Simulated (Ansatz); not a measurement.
# 1T-PbO2 monolayer in a perpendicular field, part 3 of 4

Wanted: the out-of-plane response of the 1T-PbO2 monolayer. A positive field points along +c.

Ansatz 0.2.0; plane-wave DFT, PBE-D3(BJ), Ansatz PAW (the session's first sound run).

So far, equivalent conductor thickness p/(ε₀AE) (Å): step 8 (response, atoms held) 3.18.

### Step 9. Same geometry, cutoff 420 eV, functional LDA

This step: plane-wave DFT, LDA, Ansatz PAW (Ansatz 0.2.0).

The geometry is kept and the functional is LDA; other changes against the main runs: SCF threshold 1.0e-10 → 1.0e-09 eV, k-mesh 18×18×1 → 12×12×1 and no dispersion term, which doesn't act on the electrons.

Contents of input.yaml:

```yaml
crystal:
  lattice:
    - [3.3988862414, 0.0, 0.0]
    - [-1.6994431207, 2.9435218296, 0.0]
    - [0.0, 0.0, 20.1339221372]
  atoms:
    - { symbol: O, position: [0.6666666667, 0.3333333333, 0.4470067947] }
    - { symbol: Pb, position: [0.0, 0.0, 0.5] }
    - { symbol: O, position: [0.3333333333, 0.6666666667, 0.5529932053] }
kpoints:
  mp_grid: { grid: [12, 12, 1] }
hamiltonian:
  xc: lda
scf:
  occupations: { method: fermi_dirac, width: 0.02585 }
  convergence: { dr2_threshold: 1.0e-09 }
efield:
  axis: 3
  dipole_correction: true
  ramp_position: 0.9185
  ramp_width: 0.1629
  amplitude: 0.1
output:
  write_potential: true
  write_density: true
  volumetric_format: npy
```

Run with:

```
$ ansatz run input.yaml --threads 2 --pin off --max-ram 3072MiB --backend cpu --events-out ev --progress --plain --runs-dir out
```

Numbers of over 12 decimals in the logs are rounded to 6 here.

The program printed:

```text
[...]
Crystal: 3 atoms, lattice volume = 201.434 Å³
Basis set: ecut = 420 eV, 3931 PW (Γ)
Bands: 17, of which v1, the nominal top of the filled ones, is band 13 counted from 1 (12 counted from 0)
Symmetry: 6 space group operations
k-points: 19 of 144 (time reversal used)
[...]
SCF iter   1: F=—  HF=-12712.180967 eV  |F-HF|=—  |Δ(HF+E_count)|=         —  Δρ=5.99e-2  dr2=8.44e0  ethr=3.10e-3  p=0.021 e·Å  D=1.89e-2 V/Å  ΔV_dip=-0.38 eV  dr2_dipole=6.72e-5  V_vac-E_F(+/−)=10.27/9.04 eV  ⟨swp⟩=8.7  Hψ=2265  notcnv=0
[...]
SCF iter  11: F=-12709.802607 eV  HF=-12709.802607 eV  |F-HF|=1.04e-10  |Δ(HF+E_count)|=  5.62e-10  Δρ=2.81e-7  dr2=1.17e-10  ethr=3.85e-12  p=0.018 e·Å  D=1.58e-2 V/Å  ΔV_dip=-0.32 eV  dr2_dipole=3.17e-12  V_vac-E_F(+/−)=8.39/7.09 eV  ⟨swp⟩=4.7  Hψ=1086  notcnv=0
SCF 1 converged in 11 iterations: F = -12709.802607 eV  dr2 = 1.17e-10
[...]
SCF converged after 11 iterations
Free energy (F): -12709.802607 eV
[...]
Internal energy: -12709.802607 eV  (E = F + TS)
E sigma→0 (E₀):  -12709.802607 eV
Fermi energy:    -4.450614 eV
Dipole field:    D = 0.015802 V/Å  (p = 0.017590 e·Å, saw-weighted, corrected)
Work function:   not extracted (applied field tilts the vacuum); planar V_es + V_field profile in the machine report
[...]
--- Band table (eV; the first three rows and the last of 19) ---
  k-point 0: bands = [... 9 lower, -6.3174, -5.6895, -5.4656, -5.4656, -3.8635, -0.0964, 2.7553, 3.3615]
  k-point 1: bands = [... 9 lower, -6.4170, -5.7986, -5.4765, -5.4542, -3.6175, 0.1457, 2.8481, 3.4376]
  k-point 2: bands = [... 9 lower, -6.6830, -6.0029, -5.4480, -5.4229, -3.0644, 0.7103, 2.9888, 3.5229]
  k-point 18: bands = [... 9 lower, -8.1044, -7.4251, -5.2332, -5.2202, -1.4132, 3.6178, 3.8901, 3.8913]
```

It took 8 s on 2 threads of Arm Neoverse N1, shared host; peak memory 0.37 GiB.

This step gave:

| Property | Result |
| --- | --- |
| dipole along the normal | 0.01759 e·Å |

The dipole is 0.0176 e·Å.

### Step 10. Same geometry, cutoff 420 eV, functional LDA (run 2)

The same run in the opposite field.

Changes to input.yaml since step 9:

```diff
@@ -21,3 +21,3 @@
   ramp_width: 0.1629
-  amplitude: 0.1
+  amplitude: -0.1
 output:
```

The program printed:

```text
[...]
Crystal: 3 atoms, lattice volume = 201.434 Å³
Basis set: ecut = 420 eV, 3931 PW (Γ)
Bands: 17, of which v1, the nominal top of the filled ones, is band 13 counted from 1 (12 counted from 0)
Symmetry: 6 space group operations
k-points: 19 of 144 (time reversal used)
[...]
--- Band table (eV; the first three rows and the last of 19) ---
  k-point 0: bands = [... 9 lower, -6.3176, -5.6896, -5.4658, -5.4658, -3.8637, -0.0966, 2.7552, 3.3613]
  k-point 1: bands = [... 9 lower, -6.4172, -5.7987, -5.4766, -5.4544, -3.6176, 0.1455, 2.8480, 3.4375]
  k-point 2: bands = [... 9 lower, -6.6831, -6.0031, -5.4481, -5.4231, -3.0645, 0.7101, 2.9887, 3.5228]
  k-point 18: bands = [... 9 lower, -8.1046, -7.4253, -5.2334, -5.2204, -1.4134, 3.6176, 3.8899, 3.8912]
[key lines of the parts left out:]
SCF converged after 11 iterations
Free energy (F): -12709.802607 eV
Fermi energy:    -4.450786 eV
Dipole field:    D = -0.015802 V/Å  (p = -0.017591 e·Å, saw-weighted, corrected)
```

Run time: 7.9 s. Hardware: 2 threads; peak memory 0.37 GiB.

The dipole is -0.0176 e·Å.

### Step 11. Response at this level

This step: plane-wave DFT, LDA, Ansatz PAW; response to a field along the normal, atoms held (Ansatz 0.2.0).

The two signs of the field give the slope at this level.

The induced dipole is that of a conductor 3.18 Å thick.

### Step 12. Same geometry, cutoff 420 eV, functional PBE

This step: plane-wave DFT, PBE, Ansatz PAW (Ansatz 0.2.0).

The geometry is kept and the functional is PBE; other changes against the main runs: SCF threshold 1.0e-10 → 1.0e-09 eV, k-mesh 18×18×1 → 12×12×1 and no dispersion term, which doesn't act on the electrons.

Changes to input.yaml since step 10:

```diff
@@ -12,3 +12,3 @@
 hamiltonian:
-  xc: lda
+  xc: pbe
 scf:
@@ -21,3 +21,3 @@
   ramp_width: 0.1629
-  amplitude: -0.1
+  amplitude: 0.1
 output:
```

The program printed:

```text
[...]
Crystal: 3 atoms, lattice volume = 201.434 Å³
Basis set: ecut = 420 eV, 3931 PW (Γ)
Bands: 17, of which v1, the nominal top of the filled ones, is band 13 counted from 1 (12 counted from 0)
Symmetry: 6 space group operations
k-points: 19 of 144 (time reversal used)
[...]
--- Band table (eV; the first three rows and the last of 19) ---
  k-point 0: bands = [... 9 lower, -5.9361, -5.3259, -5.1083, -5.1083, -3.4543, 0.4214, 2.7438, 3.3642]
  k-point 1: bands = [... 9 lower, -6.0347, -5.4271, -5.1230, -5.0956, -3.2079, 0.6596, 2.8473, 3.4638]
  k-point 2: bands = [... 9 lower, -6.2967, -5.6277, -5.0984, -5.0624, -2.6509, 1.2183, 3.1084, 3.6569]
  k-point 18: bands = [... 9 lower, -7.7075, -7.0111, -4.8848, -4.8718, -0.9597, 4.1651, 4.4040, 4.4042]
[key lines of the parts left out:]
SCF converged after 11 iterations
Free energy (F): -13038.435947 eV
Fermi energy:    -4.074509 eV
Dipole field:    D = 0.015801 V/Å  (p = 0.017590 e·Å, saw-weighted, corrected)
```

It took 8.4 s on 2 threads; peak memory 0.38 GiB; 16 s of CPU time.

The dipole is 0.0176 e·Å.

### Step 13. Same geometry, cutoff 420 eV, functional PBE (run 2)

The same run in the opposite field.

Changes to input.yaml since step 12:

```diff
@@ -21,3 +21,3 @@
   ramp_width: 0.1629
-  amplitude: 0.1
+  amplitude: -0.1
 output:
```

The program printed:

```text
[...]
Crystal: 3 atoms, lattice volume = 201.434 Å³
Basis set: ecut = 420 eV, 3931 PW (Γ)
Bands: 17, of which v1, the nominal top of the filled ones, is band 13 counted from 1 (12 counted from 0)
Symmetry: 6 space group operations
k-points: 19 of 144 (time reversal used)
[...]
--- Band table (eV; the first three rows and the last of 19) ---
  k-point 0: bands = [... 9 lower, -5.9363, -5.3260, -5.1084, -5.1084, -3.4544, 0.4212, 2.7437, 3.3641]
  k-point 1: bands = [... 9 lower, -6.0349, -5.4273, -5.1232, -5.0958, -3.2080, 0.6594, 2.8472, 3.4637]
  k-point 2: bands = [... 9 lower, -6.2969, -5.6279, -5.0986, -5.0625, -2.6511, 1.2181, 3.1083, 3.6569]
  k-point 18: bands = [... 9 lower, -7.7077, -7.0113, -4.8850, -4.8719, -0.9599, 4.1649, 4.4038, 4.4041]
[key lines of the parts left out:]
SCF converged after 11 iterations
Free energy (F): -13038.435947 eV
Fermi energy:    -4.074682 eV
Dipole field:    D = -0.015802 V/Å  (p = -0.017591 e·Å, saw-weighted, corrected)
```

It took 8.1 s on 2 threads; peak memory 0.38 GiB.

The dipole is -0.0176 e·Å.

### Step 14. Response at this level

This step: plane-wave DFT, PBE, Ansatz PAW; response to a field along the normal, atoms held (Ansatz 0.2.0).

The induced dipole is that of a conductor 3.18 Å thick.

### Step 15. Same geometry, cutoff 500 eV, functional r2SCAN

This step: plane-wave DFT, r2SCAN, Ansatz PAW (Ansatz 0.2.0).

The geometry is kept and the functional is r2SCAN; other changes against the main runs: SCF threshold 1.0e-10 → 1.0e-09 eV, cutoff 420 → 500, k-mesh 18×18×1 → 12×12×1 and no dispersion term, which doesn't act on the electrons.

Changes to input.yaml since step 13:

```diff
@@ -12,3 +12,3 @@
 hamiltonian:
-  xc: pbe
+  xc: r2scan
 scf:
@@ -21,3 +21,3 @@
   ramp_width: 0.1629
-  amplitude: -0.1
+  amplitude: 0.1
 output:
```

The program printed:

```text
[...]
Crystal: 3 atoms, lattice volume = 201.434 Å³
Basis set: ecut = 500 eV, 5173 PW (Γ), exchange–correlation on 100×100×600 points (64 copies of the dense FFT grid, shifted against one another)
Bands: 17, of which v1, the nominal top of the filled ones, is band 13 counted from 1 (12 counted from 0)
Symmetry: 6 space group operations
k-points: 19 of 144 (time reversal used)
[...]
--- Band table (eV; the first three rows and the last of 19) ---
  k-point 0: bands = [... 9 lower, -6.3311, -5.7372, -5.4791, -5.4791, -3.5924, 0.6273, 3.0167, 3.7125]
  k-point 1: bands = [... 9 lower, -6.4304, -5.8140, -5.5193, -5.4658, -3.3328, 0.8735, 3.1278, 3.8331]
  k-point 2: bands = [... 9 lower, -6.6946, -6.0076, -5.5156, -5.4312, -2.7440, 1.4575, 3.4301, 3.9791]
  k-point 18: bands = [... 9 lower, -8.1241, -7.4012, -5.2866, -5.2726, -0.9381, 4.5277, 4.7842, 4.7850]
[key lines of the parts left out:]
SCF converged after 11 iterations
Free energy (F): -13055.186538 eV
Fermi energy:    -4.347268 eV
Dipole field:    D = 0.015505 V/Å  (p = 0.017260 e·Å, saw-weighted, corrected)
```

It took 22 s on 2 threads; peak memory 0.68 GiB; 43 s of CPU time.

The dipole is 0.0173 e·Å.

### Step 16. Same geometry, cutoff 500 eV, functional r2SCAN (run 2)

The same run in the opposite field.

Changes to input.yaml since step 15:

```diff
@@ -21,3 +21,3 @@
   ramp_width: 0.1629
-  amplitude: 0.1
+  amplitude: -0.1
 output:
```

The program printed:

```text
[...]
Crystal: 3 atoms, lattice volume = 201.434 Å³
Basis set: ecut = 500 eV, 5173 PW (Γ), exchange–correlation on 100×100×600 points (64 copies of the dense FFT grid, shifted against one another)
Bands: 17, of which v1, the nominal top of the filled ones, is band 13 counted from 1 (12 counted from 0)
Symmetry: 6 space group operations
k-points: 19 of 144 (time reversal used)
[...]
--- Band table (eV; the first three rows and the last of 19) ---
  k-point 0: bands = [... 9 lower, -6.3313, -5.7373, -5.4792, -5.4792, -3.5926, 0.6271, 3.0168, 3.7126]
  k-point 1: bands = [... 9 lower, -6.4306, -5.8142, -5.5195, -5.4660, -3.3330, 0.8733, 3.1279, 3.8331]
  k-point 2: bands = [... 9 lower, -6.6948, -6.0078, -5.5158, -5.4314, -2.7442, 1.4573, 3.4301, 3.9792]
  k-point 18: bands = [... 9 lower, -8.1243, -7.4014, -5.2868, -5.2727, -0.9382, 4.5275, 4.7841, 4.7849]
[key lines of the parts left out:]
SCF converged after 11 iterations
Free energy (F): -13055.186538 eV
Fermi energy:    -4.347439 eV
Dipole field:    D = -0.015505 V/Å  (p = -0.017260 e·Å, saw-weighted, corrected)
```

Wall time 23 s (2 threads); peak memory 0.68 GiB; 45 s of CPU time.

The dipole is -0.0173 e·Å.

### Step 17. Response at this level

This step: plane-wave DFT, r2SCAN, Ansatz PAW; response to a field along the normal, atoms held (Ansatz 0.2.0).

The induced dipole is that of a conductor 3.12 Å thick.

### Step 18. Same geometry, cutoff 420 eV, functional HSE06

This step: plane-wave DFT, HSE06, Ansatz PAW (Ansatz 0.2.0).

The geometry is kept and the functional is HSE06; other changes against the main runs: SCF threshold 1.0e-10 → 1.0e-09 eV, k-mesh 18×18×1 → 12×12×1 and no dispersion term, which doesn't act on the electrons.

Changes to input.yaml since step 16:

```diff
@@ -12,3 +12,3 @@
 hamiltonian:
-  xc: r2scan
+  xc: hse06
 scf:
@@ -21,3 +21,3 @@
   ramp_width: 0.1629
-  amplitude: -0.1
+  amplitude: 0.1
 output:
```

The program printed:

```text
[...]
Crystal: 3 atoms, lattice volume = 201.434 Å³
Basis set: ecut = 420 eV, 3931 PW (Γ)
Bands: 17, of which v1, the nominal top of the filled ones, is band 13 counted from 1 (12 counted from 0)
Symmetry: 6 space group operations
k-points: 19 of 144 (time reversal used)
[...]
k-point 0: bands = [... 9 lower, -7.0159, -6.5489, -6.1486, -6.1486, -3.5583, 0.7318]
  k-point 1: bands = [... 9 lower, -7.1294, -6.5837, -6.2366, -6.1296, -3.2628, 0.9890]
  k-point 2: bands = [... 9 lower, -7.4243, -6.7322, -6.3144, -6.0865, -2.5914, 1.5938]
  k-point 18: bands = [... 9 lower, -9.0293, -8.2009, -6.0578, -6.0435, -0.5412, 4.8377]
  guard bands above this table: 2 of the run's 17 bands. The solve was not asked for them (output.publish_guard_bands: true or output.eigenvalues: true publishes all)
[key lines of the parts left out:]
Free energy (F): -13041.127850 eV
Fermi energy:    -4.716558 eV
Dipole field:    D = 0.015246 V/Å  (p = 0.016972 e·Å, saw-weighted, corrected)
```

Elapsed: 5.2 min, on 2 threads; peak memory 2.3 GiB.

The dipole is 0.0170 e·Å.

### Step 19. Same geometry, cutoff 420 eV, functional HSE06 (run 2)

The same run in the opposite field.

Changes to input.yaml since step 18:

```diff
@@ -21,3 +21,3 @@
   ramp_width: 0.1629
-  amplitude: 0.1
+  amplitude: -0.1
 output:
```

The program printed:

```text
[...]
Crystal: 3 atoms, lattice volume = 201.434 Å³
Basis set: ecut = 420 eV, 3931 PW (Γ)
Bands: 17, of which v1, the nominal top of the filled ones, is band 13 counted from 1 (12 counted from 0)
Symmetry: 6 space group operations
k-points: 19 of 144 (time reversal used)
[...]
--- Band table (eV; the first three rows and the last of 19) ---
  k-point 0: bands = [... 9 lower, -7.0161, -6.5491, -6.1488, -6.1488, -3.5585, 0.7316]
  k-point 1: bands = [... 9 lower, -7.1296, -6.5839, -6.2367, -6.1297, -3.2630, 0.9888]
  k-point 2: bands = [... 9 lower, -7.4245, -6.7324, -6.3146, -6.0866, -2.5916, 1.5936]
  k-point 18: bands = [... 9 lower, -9.0295, -8.2011, -6.0580, -6.0437, -0.5414, 4.8376]
[...]
[key lines of the parts left out:]
Free energy (F): -13041.127850 eV
Fermi energy:    -4.716729 eV
Dipole field:    D = -0.015247 V/Å  (p = -0.016973 e·Å, saw-weighted, corrected)
```

The job ended after 5.3 min (2 threads; peak memory 2.3 GiB; 10 min of CPU time).

The dipole is -0.0170 e·Å.

### Step 20. Comparing the runs

Times are for 2 threads of Arm Neoverse N1, shared host. The runs compared:

```csv
no.,functional,field,dipole along the normal (e·Å),time,memory (GiB)
1,lda,0.1 V/Å,0.01759,8 s,0.37
2,lda,-0.1 V/Å,-0.01759,7.9 s,0.37
3,pbe,0.1 V/Å,0.01759,8.4 s,0.38
4,pbe,-0.1 V/Å,-0.01759,8.1 s,0.38
5,r2scan,0.1 V/Å,0.01726,22 s,0.68
6,r2scan,-0.1 V/Å,-0.01726,23 s,0.68
7,hse06,0.1 V/Å,0.01697,5.2 min,2.3
8,hse06,-0.1 V/Å,-0.01697,5.3 min,2.3
```

### Step 21. Response at this level

This step: plane-wave DFT, HSE06, Ansatz PAW; response to a field along the normal, atoms held (Ansatz 0.2.0).

The induced dipole is that of a conductor 3.07 Å thick.

[end of part 3 of 4]

[Logs are printed without paths, hosts, clocks, repeated set-up lines and the standing remarks that a program may print on its own settings, such as how far it seeks lower states.]

[Hosts, paths, dates, database ids (printed as entryN), source tags and the programs' standing remarks are cut or masked in the printed files.]

[Maps of the electrostatic potential energy from Ansatz leave out the sawtooth potential of an applied field or a dipole correction, so their vacuum need not be flat; planar profiles and work functions include it.]
